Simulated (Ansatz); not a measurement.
**Ca on Ru(0001): change of the work function**

How does one ordered layer of Ca (fcc site) change the work function of Ru(0001), and what dipole does each adsorbate carry?

Program: Ansatz 0.2.0. Level of theory: plane-wave DFT, PBE, Ansatz PAW. Values are calculated unless marked as measured.

## Step 1: The starting structure

The cell holds 4 atoms: 4 Ru. Its edges and angles: a = 2.700 Å, b = 2.700 Å, c = 24.415 Å, α = 90.0°, β = 90.0°, γ = 60.0°. Vacuum lies along c.

## Step 2: The clean slab

The bare slab comes first, as the zero from which every change is counted. The two lowest layers are held at bulk places and the upper ones relax. The dipole correction removes the false field that a one-sided slab makes across the periodic vacuum, so each face gets a flat vacuum level of its own.

File input.yaml:

```yaml
crystal:
  lattice:
    - [2.7, 0.0, 0.0]
    - [1.35, 2.3382685902, 0.0]
    - [0.0, 0.0, 24.4152]
  atoms:
    - { symbol: Ru, position: [0.6666666667, 0.6666666667, 0.3686228251] }
    - { symbol: Ru, position: [0.0, 0.0, 0.4562076084] }
    - { symbol: Ru, position: [0.6666666667, 0.6666666667, 0.5437923916] }
    - { symbol: Ru, position: [0.0, 0.0, 0.6313771749] }
kpoints:
  mp_grid: { grid: [12, 12, 1] }
hamiltonian:
  xc: pbe
scf:
  occupations: { method: fermi_dirac, width: 0.1 }
  convergence: { dr2_threshold: 1.0e-08 }
efield:
  axis: 3
  dipole_correction: true
  ramp_position: 0.97
  ramp_width: 0.06
relax:
  f_tol: 0.02
  max_steps: 60
  constraints: [{ sites: [0, 1] }]
output:
  write_potential: true
  write_density: true
  volumetric_format: npy
```

On the command line:

```
ansatz run input.yaml --threads 4 --pin off --max-ram 6144MiB --backend cpu --events-out ev --progress --plain --runs-dir out
```

Standard output:

```text
Engine: ansatz 0.2.0, x86_64-unknown-linux-gnu
Pseudopotentials: kind: paw
Pseudopotential: Ru, paw, valence charge 16, recommended cutoff 420 eV (normal), Ru.paw.azcp
Functional definition: PBE
  parameter kappa = 0.804
  parameter beta = 0.066725
  exchange = pbe_x(kappa = kappa, mu = beta*pi^2/3)
  correlation = pbe_c(beta = beta)
Crystal: 4 atoms, lattice volume = 154.141 Å³
Basis set: ecut = 420 eV, 3063 PW (Γ), exchange–correlation on 40×40×360 points (8 copies of the dense FFT grid, shifted against one another)
Bands: 39, of which v1, the nominal top of the filled ones, is band 32 counted from 1 (31 counted from 0)
Symmetry: 6 space group operations
k-points: 19 of 144 (time reversal used)
Non-local potential: Ru, projectors of the file, l = 0: 3, l = 1: 2, l = 2: 2, l = 3: 1
PAW form: soft (Blöchl's): semilocal exchange-correlation on the pseudo side does not see the compensation charge
PAW one-centre angular grid: Ru, 590 points (default); XC on 64 Gauss nodes
Initial density: superposition of atomic densities (neutral atoms: chi_scale 0, normalization atom), corrected by the library's trained network
Initial wavefunctions: pseudopotential atomic-orbital guess
Functional: x = pbe(κ = 0.804, μ = 0.219515), c = pbe(β = 0.066725)
SCF iter   1: F=—  HF=-23512.726011 eV  |F-HF|=—  |Δ(HF+E_count)|=         —  Δρ=8.02e-3  dr2=4.20e-1  ethr=1.77e-3  p=0.000 e·Å  D=2.58e-13 V/Å  ΔV_dip=-0.00 eV  dr2_dipole=4.17e-8  V_vac-E_F(+/−)=4.75/4.75 eV  ⟨swp⟩=7.4  Hψ=3258  notcnv=0
efield: sawtooth ramp at fractional position 0.9700 (set: `efield.ramp_position`, or a place that a band, a saddle search or an elastic batch's reference lends), width 0.0600; the density the first Hamiltonian is built on has a dipole p = 0.000 e·Å; the dipole correction subtracts the counter field D = 2.58e-13 V/Å, which shifts the + side's vacuum level by -0.00 eV against the − side's; the planar-averaged density in the ramp window peaks in size at 5.1e-6 e/Å³
preconditioner: auto → LDOS  [metal: Δε(μ)=0.040 eV  Ē_g=4.722 eV  σ=0.100 eV  W_gap=0.10  n_scr=18 (ndim 8)  ℏωp=16.9 eV  f_vac=0.584  D(μ)=4.50/eV (n_scr^D=16)  β→1.0]
SCF iter   2: F=—  HF=-23512.720746 eV  |F-HF|=—  |Δ(HF+E_count)|=   5.27e-3  Δρ=3.31e-3  dr2=3.80e-2  ethr=6.57e-4  p=-0.000 e·Å  D=-1.91e-5 V/Å  ΔV_dip=0.00 eV  dr2_dipole=4.73e-7  V_vac-E_F(+/−)=5.00/5.00 eV  ⟨swp⟩=1.5  Hψ=919  notcnv=0
SCF iter   3: F=—  HF=-23512.717886 eV  |F-HF|=—  |Δ(HF+E_count)|=   2.86e-3  Δρ=6.79e-4  dr2=8.55e-4  ethr=5.94e-5  p=-0.000 e·Å  D=-7.46e-6 V/Å  ΔV_dip=0.00 eV  dr2_dipole=3.13e-7  V_vac-E_F(+/−)=5.05/5.05 eV  ⟨swp⟩=2.0  Hψ=932  notcnv=0
SCF iter   4: F=—  HF=-23512.717815 eV  |F-HF|=—  |Δ(HF+E_count)|=   7.10e-5  Δρ=1.58e-4  dr2=1.09e-4  ethr=1.34e-6  p=-0.000 e·Å  D=-6.72e-6 V/Å  ΔV_dip=0.00 eV  dr2_dipole=3.71e-8  V_vac-E_F(+/−)=5.07/5.07 eV  ⟨swp⟩=2.1  Hψ=1171  notcnv=0
SCF iter   5: F=—  HF=-23512.717808 eV  |F-HF|=—  |Δ(HF+E_count)|=   7.47e-6  Δρ=5.25e-5  dr2=8.28e-6  ethr=1.71e-7  p=0.000 e·Å  D=1.08e-6 V/Å  ΔV_dip=-0.00 eV  dr2_dipole=6.50e-10  V_vac-E_F(+/−)=5.08/5.08 eV  ⟨swp⟩=2.2  Hψ=1114  notcnv=0
SCF iter   6: F=—  HF=-23512.717808 eV  |F-HF|=—  |Δ(HF+E_count)|=   3.01e-7  Δρ=2.85e-5  dr2=1.76e-6  ethr=1.29e-8  p=-0.000 e·Å  D=-2.98e-6 V/Å  ΔV_dip=0.00 eV  dr2_dipole=7.31e-12  V_vac-E_F(+/−)=5.09/5.09 eV  ⟨swp⟩=3.0  Hψ=1434  notcnv=0
SCF iter   7: F=—  HF=-23512.717807 eV  |F-HF|=—  |Δ(HF+E_count)|=   1.27e-7  Δρ=8.99e-6  dr2=2.28e-7  ethr=2.75e-9  p=0.000 e·Å  D=5.65e-8 V/Å  ΔV_dip=-0.00 eV  dr2_dipole=5.18e-11  V_vac-E_F(+/−)=5.09/5.09 eV  ⟨swp⟩=2.5  Hψ=1219  notcnv=0
SCF iter   8: F=—  HF=-23512.717808 eV  |F-HF|=—  |Δ(HF+E_count)|=   1.93e-7  Δρ=3.54e-6  dr2=2.81e-8  ethr=3.56e-10  p=-0.000 e·Å  D=-1.06e-7 V/Å  ΔV_dip=0.00 eV  dr2_dipole=2.81e-14  V_vac-E_F(+/−)=5.09/5.09 eV  ⟨swp⟩=2.8  Hψ=1346  notcnv=0
SCF iter   9: F=-23512.717808 eV  HF=-23512.717808 eV  |F-HF|=1.72e-9  |Δ(HF+E_count)|=   2.23e-8  Δρ=1.12e-6  dr2=1.93e-9  ethr=1.56e-11  p=-0.000 e·Å  D=-1.46e-7 V/Å  ΔV_dip=0.00 eV  dr2_dipole=2.35e-13  V_vac-E_F(+/−)=5.09/5.09 eV  ⟨swp⟩=10.6  Hψ=5528  notcnv=0
SCF 1 converged in 9 iterations: F = -23512.717808 eV  dr2 = 1.93e-9
  greatest PAW one-centre occupation: 0.998 electrons in one spin orbital (limit 2), on the Ru atom at site 3 (counted from 0), in its partial waves of l = 0
relax step   1: F+E_penalty+E_count = -23512.71780769 eV  Δ(F+E_penalty+E_count) = +0.000e0 eV  max|allowed force component| = 5.365e-1 eV/Å  Δτ_max = 0.0000 Å  (9 SCF iters, accepted)
Initial density: handed on by an earlier stage of this run
Initial wavefunctions: those handed on with the density
iter 1 solved again at ethr=2.79e-4 eV; its pass at ethr=3.10e-3 eV (dr2=1.79e-1 eV) is discarded
SCF iter   1: F=—  HF=-23512.732683 eV  |F-HF|=—  |Δ(HF+E_count)|=         —  Δρ=4.18e-3  dr2=1.61e-1  ethr=2.79e-4  p=-0.000 e·Å  D=-3.66e-8 V/Å  ΔV_dip=0.00 eV  dr2_dipole=5.05e-2  V_vac-E_F(+/−)=5.08/5.08 eV  ⟨swp⟩=1.4  Hψ=2246  notcnv=0
efield: sawtooth ramp at fractional position 0.9700 (set: `efield.ramp_position`, or a place that a band, a saddle search or an elastic batch's reference lends), width 0.0600; the density the first Hamiltonian is built on has a dipole p = -0.000 e·Å; the dipole correction subtracts the counter field D = -3.66e-8 V/Å, which shifts the + side's vacuum level by +0.00 eV against the − side's; the planar-averaged density in the ramp window peaks in size at 1.2e-6 e/Å³
preconditioner: auto → LDOS  [metal: Δε(μ)=0.011 eV  Ē_g=4.777 eV  σ=0.100 eV  W_gap=0.03  n_scr=18 (ndim 8)  ℏωp=16.9 eV  f_vac=0.589  D(μ)=4.80/eV (n_scr^D=18)  β→1.0]
SCF iter   2: F=—  HF=-23512.729636 eV  |F-HF|=—  |Δ(HF+E_count)|=   3.05e-3  Δρ=1.47e-3  dr2=8.73e-3  ethr=2.51e-4  p=0.001 e·Å  D=1.54e-3 V/Å  ΔV_dip=-0.04 eV  dr2_dipole=1.08e-3  V_vac-E_F(+/−)=5.04/5.07 eV  ⟨swp⟩=1.8  Hψ=865  notcnv=0
SCF iter   3: F=—  HF=-23512.729689 eV  |F-HF|=—  |Δ(HF+E_count)|=   5.33e-5  Δρ=1.46e-3  dr2=8.06e-3  ethr=1.36e-5  p=0.002 e·Å  D=1.78e-3 V/Å  ΔV_dip=-0.04 eV  dr2_dipole=1.74e-4  V_vac-E_F(+/−)=5.04/5.08 eV  ⟨swp⟩=2.9  Hψ=1565  notcnv=0
SCF iter   4: F=—  HF=-23512.727756 eV  |F-HF|=—  |Δ(HF+E_count)|=   1.93e-3  Δρ=1.69e-4  dr2=7.46e-5  ethr=1.26e-5  p=0.001 e·Å  D=1.75e-3 V/Å  ΔV_dip=-0.04 eV  dr2_dipole=2.30e-6  V_vac-E_F(+/−)=5.03/5.07 eV  ⟨swp⟩=2.4  Hψ=1137  notcnv=0
SCF iter   5: F=—  HF=-23512.727755 eV  |F-HF|=—  |Δ(HF+E_count)|=   6.26e-7  Δρ=6.38e-5  dr2=1.06e-5  ethr=1.17e-7  p=0.001 e·Å  D=1.73e-3 V/Å  ΔV_dip=-0.04 eV  dr2_dipole=2.01e-7  V_vac-E_F(+/−)=5.03/5.07 eV  ⟨swp⟩=3.2  Hψ=1576  notcnv=0
SCF iter   6: F=—  HF=-23512.727761 eV  |F-HF|=—  |Δ(HF+E_count)|=   5.62e-6  Δρ=2.64e-5  dr2=1.29e-6  ethr=1.66e-8  p=0.001 e·Å  D=1.75e-3 V/Å  ΔV_dip=-0.04 eV  dr2_dipole=6.08e-9  V_vac-E_F(+/−)=5.03/5.07 eV  ⟨swp⟩=2.3  Hψ=1094  notcnv=0
SCF iter   7: F=—  HF=-23512.727764 eV  |F-HF|=—  |Δ(HF+E_count)|=   3.02e-6  Δρ=6.73e-6  dr2=1.29e-7  ethr=2.01e-9  p=0.002 e·Å  D=1.77e-3 V/Å  ΔV_dip=-0.04 eV  dr2_dipole=1.81e-8  V_vac-E_F(+/−)=5.03/5.07 eV  ⟨swp⟩=3.2  Hψ=1452  notcnv=0
SCF iter   8: F=—  HF=-23512.727764 eV  |F-HF|=—  |Δ(HF+E_count)|=   1.54e-7  Δρ=2.57e-6  dr2=1.72e-8  ethr=2.01e-10  p=0.002 e·Å  D=1.76e-3 V/Å  ΔV_dip=-0.04 eV  dr2_dipole=4.95e-11  V_vac-E_F(+/−)=5.03/5.07 eV  ⟨swp⟩=2.6  Hψ=1285  notcnv=0
SCF iter   9: F=-23512.727764 eV  HF=-23512.727764 eV  |F-HF|=1.11e-8  |Δ(HF+E_count)|=   8.53e-8  Δρ=8.42e-7  dr2=1.46e-9  ethr=1.56e-11  p=0.002 e·Å  D=1.77e-3 V/Å  ΔV_dip=-0.04 eV  dr2_dipole=8.89e-11  V_vac-E_F(+/−)=5.03/5.07 eV  ⟨swp⟩=10.8  Hψ=5453  notcnv=0
SCF 2 converged in 9 iterations: F = -23512.727764 eV  dr2 = 1.46e-9
relax step   2: F+E_penalty+E_count = -23512.72776401 eV  Δ(F+E_penalty+E_count) = -9.956e-3 eV  max|allowed force component| = 2.640e-1 eV/Å  Δτ_max = 0.0631 Å  (9 SCF iters, accepted)
SCF iter   1: F=—  HF=-23512.732130 eV  |F-HF|=—  |Δ(HF+E_count)|=         —  Δρ=2.15e-3  dr2=4.13e-2  ethr=5.39e-4  p=0.002 e·Å  D=1.77e-3 V/Å  ΔV_dip=-0.04 eV  dr2_dipole=1.13e-2  V_vac-E_F(+/−)=5.03/5.08 eV  ⟨swp⟩=2.5  Hψ=1222  notcnv=0
efield: sawtooth ramp at fractional position 0.9700 (set: `efield.ramp_position`, or a place that a band, a saddle search or an elastic batch's reference lends), width 0.0600; the density the first Hamiltonian is built on has a dipole p = 0.002 e·Å; the dipole correction subtracts the counter field D = 1.77e-3 V/Å, which shifts the + side's vacuum level by -0.04 eV against the − side's; the planar-averaged density in the ramp window peaks in size at 1.5e-6 e/Å³
preconditioner: auto → LDOS  [metal: Δε(μ)=0.014 eV  Ē_g=4.748 eV  σ=0.100 eV  W_gap=0.03  n_scr=18 (ndim 8)  ℏωp=16.9 eV  f_vac=0.586  D(μ)=4.73/eV (n_scr^D=18)  β→1.0]
SCF iter   2: F=—  HF=-23512.731430 eV  |F-HF|=—  |Δ(HF+E_count)|=   6.99e-4  Δρ=7.28e-4  dr2=2.45e-3  ethr=6.45e-5  p=0.001 e·Å  D=1.56e-3 V/Å  ΔV_dip=-0.04 eV  dr2_dipole=5.81e-4  V_vac-E_F(+/−)=5.04/5.08 eV  ⟨swp⟩=1.3  Hψ=911  notcnv=0
SCF iter   3: F=—  HF=-23512.731344 eV  |F-HF|=—  |Δ(HF+E_count)|=   8.59e-5  Δρ=6.75e-4  dr2=1.60e-3  ethr=3.83e-6  p=0.001 e·Å  D=1.09e-3 V/Å  ΔV_dip=-0.03 eV  dr2_dipole=1.21e-4  V_vac-E_F(+/−)=5.05/5.07 eV  ⟨swp⟩=3.1  Hψ=1548  notcnv=0
SCF iter   4: F=—  HF=-23512.731022 eV  |F-HF|=—  |Δ(HF+E_count)|=   3.22e-4  Δρ=9.48e-5  dr2=2.67e-5  ethr=2.50e-6  p=0.001 e·Å  D=1.20e-3 V/Å  ΔV_dip=-0.03 eV  dr2_dipole=7.93e-8  V_vac-E_F(+/−)=5.05/5.07 eV  ⟨swp⟩=2.0  Hψ=1076  notcnv=0
SCF iter   5: F=—  HF=-23512.731024 eV  |F-HF|=—  |Δ(HF+E_count)|=   1.77e-6  Δρ=2.91e-5  dr2=1.95e-6  ethr=4.16e-8  p=0.001 e·Å  D=1.21e-3 V/Å  ΔV_dip=-0.03 eV  dr2_dipole=2.54e-7  V_vac-E_F(+/−)=5.04/5.07 eV  ⟨swp⟩=3.1  Hψ=1467  notcnv=0
SCF iter   6: F=—  HF=-23512.731025 eV  |F-HF|=—  |Δ(HF+E_count)|=   1.14e-6  Δρ=1.06e-5  dr2=2.21e-7  ethr=3.05e-9  p=0.001 e·Å  D=1.21e-3 V/Å  ΔV_dip=-0.03 eV  dr2_dipole=2.06e-9  V_vac-E_F(+/−)=5.05/5.07 eV  ⟨swp⟩=2.2  Hψ=1109  notcnv=0
SCF iter   7: F=—  HF=-23512.731026 eV  |F-HF|=—  |Δ(HF+E_count)|=   3.04e-7  Δρ=3.59e-6  dr2=4.52e-8  ethr=3.45e-10  p=0.001 e·Å  D=1.20e-3 V/Å  ΔV_dip=-0.03 eV  dr2_dipole=5.36e-9  V_vac-E_F(+/−)=5.05/5.07 eV  ⟨swp⟩=2.9  Hψ=1352  notcnv=0
SCF iter   8: F=-23512.731026 eV  HF=-23512.731026 eV  |F-HF|=2.11e-8  |Δ(HF+E_count)|=   4.05e-8  Δρ=1.12e-6  dr2=4.98e-9  ethr=1.56e-11  p=0.001 e·Å  D=1.20e-3 V/Å  ΔV_dip=-0.03 eV  dr2_dipole=1.52e-10  V_vac-E_F(+/−)=5.05/5.08 eV  ⟨swp⟩=10.8  Hψ=5677  notcnv=0
SCF 3 converged in 8 iterations: F = -23512.731026 eV  dr2 = 4.98e-9
relax step   3: F+E_penalty+E_count = -23512.73102571 eV  Δ(F+E_penalty+E_count) = -3.262e-3 eV  max|allowed force component| = 1.726e-2 eV/Å  Δτ_max = 0.0292 Å  (8 SCF iters, accepted)
NSCF: frozen V_eff on 19 k-points
the band table was solved once a step of the walk had ended and its energy, with any forces and stress, was formed, with the checks that follow a solve (3205 applications of the Hamiltonian). They found nothing against the state; the energy, forces and stress were not computed again (output.eigenvalues in the input reference)
WARN: The input density's exchange-correlation potential varies sharply where the density is thin. Do not read a vacuum level from v_tot or v_xc, or from such a field of the output density. On a cell that repeats whose density bears no net charge and no dipole along the vacuum's axis use v_es (v_loc + v_h of the components); under efield.dipole_correction with no amplitude use v_es + v_field, which holds any external [...]
SCF converged after 8 iterations
Free energy (F): -23512.731026 eV
Harris-Foulkes:  -23512.731026 eV  (|F-HF|=2.11e-8)
Internal energy: -23512.573717 eV  (E = F + TS)
E sigma→0 (E₀):  -23512.652371 eV
Entropy (-TS):   -0.157309 eV (-39.327 meV/atom)
Fermi energy:    5.070093 eV
Dipole field:    D = 0.001219 V/Å  (p = 0.001038 e·Å, saw-weighted, corrected)
Work function:   Φ+ = 5.0457 eV   Φ− = 5.0754 eV
Levels:          The Fermi level and band energies are counted from a zero that moves with the ramp; work functions are not
--- Per-component energies (eV) ---
  E_band       = -1382.396253
  E_kinetic    = 2053.424204
  E_local      = -108450.119532  (includes V_loc(G=0)·N_el)
  E_nonlocal   = 1374.134434
  E_hartree    = 52740.331188
  E_xc         = -759.224491
  E_vxc        = -952.769082  (∫ρ·V_xc dr)
  E_paw        = -13843.557208  (= ΣΔE_a)
  E_vpaw       = -887.740781  (= ΣTr[D̂ρ^β])
  E_aug_tail   = -0.000773  (compensation charges beyond the density's cutoff)
  E_efield     = 0.000001  (sawtooth field / dipole correction)
  E_vefield    = 0.000284  (∫n·V_field dr)
  E_ewald      = 43372.438460
  E_smearing   = -0.157309  (= −TS)
  E_closure    = -0.000000  (closes the sum)
  Σ components = -23512.731026   (vs F -23512.731026, Δ=0.00e0)
--- Forces (eV/Å), atoms counted from 1 ---
  atom   1  Ru     0.00000000     0.00000000     0.47191094
  atom   2  Ru    -0.00000000     0.00000000    -0.45864799
  atom   3  Ru    -0.00000000    -0.00000000    -0.01725959
  atom   4  Ru    -0.00000000    -0.00000000     0.00398361
  max |Σ_I F_I| component: 1.30e-5 eV/Å
--- Band table (eV; the first three rows and the last of 19) ---
  k-point 0: bands = [... 28 lower, 3.1032, 3.1032, 3.3035, 4.2564, 4.2564, 5.1708, 5.2356, 5.2356, ... 3 higher]
  k-point 1: bands = [... 28 lower, 3.1352, 3.2707, 3.3655, 4.0857, 4.2001, 4.6895, 4.9614, 5.1771, ... 3 higher]
  k-point 2: bands = [... 28 lower, 3.2004, 3.4733, 3.6256, 3.7607, 4.0789, 4.3168, 4.8058, 5.0858, ... 3 higher]
  k-point 18: bands = [... 28 lower, 3.0217, 3.8651, 4.4540, 5.7029, 5.7380, 5.7613, 6.1990, 6.2368, ... 3 higher]
--- Relaxed structure (3 steps of the walk, 3 accepted, 0 SCFs on fresh bases) ---
  F+E_penalty+E_count = -23512.73102571 eV   max|allowed force component| = 1.726e-2 eV/Å
  atoms:
    - { symbol: Ru, position: [0.666667, 0.666667, 0.3686228251] }
    - { symbol: Ru, position: [0.0, 0.0, 0.456208] }
    - { symbol: Ru, position: [0.666667, 0.666667, 0.544587] }
    - { symbol: Ru, position: [-1.393648e-18, 0, 0.629989] }
```

Elapsed: 11 s, on 4 threads of Intel Xeon Platinum 8488C (Sapphire Rapids), shared host; peak memory 0.56 GiB.

The column dr2 measures how far the density is from self-consistency, as an energy; F and HF (Harris–Foulkes) agree once it is small.

Step by step:

```tsv
step	energy less that of the first step (eV)	largest force component (eV/Å)
1	0.0000	0.5365
2	-0.0100	0.2640
3	-0.0132	0.0173
```

Forces are held to the 6 operations that the program found; a distortion that breaks them can't arise in this run.

The atoms that moved most (Å):

```tsv
atom	dx	dy	dz	length
Ru4	0.000	0.000	-0.034	0.034
Ru3	0.000	0.000	0.019	0.019
```

The relaxed structure:

```cif
data_structure
_symmetry_space_group_name_H-M 'P 1'
_symmetry_Int_Tables_number 1
_cell_length_a 2.7000
_cell_length_b 2.7000
_cell_length_c 24.4152
_cell_angle_alpha 90.000
_cell_angle_beta 90.000
_cell_angle_gamma 60.000
_cell_volume 154.14
loop_
_atom_site_label
_atom_site_type_symbol
_atom_site_fract_x
_atom_site_fract_y
_atom_site_fract_z
_atom_site_occupancy
Ru1 Ru 0.66667 0.66667 0.36862 1
Ru2 Ru 0.00000 0.00000 0.45621 1
Ru3 Ru 0.66667 0.66667 0.54459 1
Ru4 Ru 0.00000 0.00000 0.62999 1
```

Read from the output:

| Item | Value |
| --- | --- |
| energy at zero smearing | -23512.6524 eV |
| work function, upper face | 5.046 eV |
| work function, lower face | 5.075 eV |
| dipole along the normal | 0.001038 e·Å |
| step between the vacuum levels | -0.02976 eV |

Running mean over 2.138 Å of the planar mean; the ramp of the sawtooth is left out. Table of electron's electrostatic potential energy less the Fermi level by z:

```tsv
z (Å)	electron's electrostatic potential energy less the Fermi level (eV)
3.0	5.08
3.5	5.07
4.0	5.07
4.5	5.07
5.0	5.07
5.5	5.05
6.0	4.98
6.5	4.76
7.0	3.94
7.5	0.744
8.0	-6.27
8.5	-12.3
9.0	-14.2
9.5	-14.5
10.0	-14.6
10.5	-14.7
11.0	-14.8
11.5	-14.8
12.0	-14.6
12.5	-14.7
13.0	-14.9
13.5	-15.0
14.0	-15.4
14.5	-15.4
15.0	-14.8
15.5	-14.1
16.0	-11.4
16.5	-4.48
17.0	1.85
17.5	4.21
18.0	4.81
18.5	4.98
19.0	5.03
19.5	5.04
20.0	5.04
20.5	5.05
21.0	5.05
```

The relaxation took 3 steps and lowered the energy by 0.013 eV; the largest force on the free atoms ends at 0.017 eV/Å.

The work function of the upper face is 5.05 eV.

(Continued in part 2 of 2.)

[Long decimals in the printed logs are rounded to 6 places.]

[Logs are printed without paths, hosts, clocks, repeated set-up lines and the standing remarks that a program may print on its own settings, such as how far it seeks lower states.]

[Hosts, paths, dates, database ids (printed as entryN), source tags and the programs' standing remarks are cut or masked in the printed files.]

[Maps of the electrostatic potential energy from Ansatz leave out the sawtooth potential of an applied field or a dipole correction, so their vacuum need not be flat; planar profiles and work functions include it.]
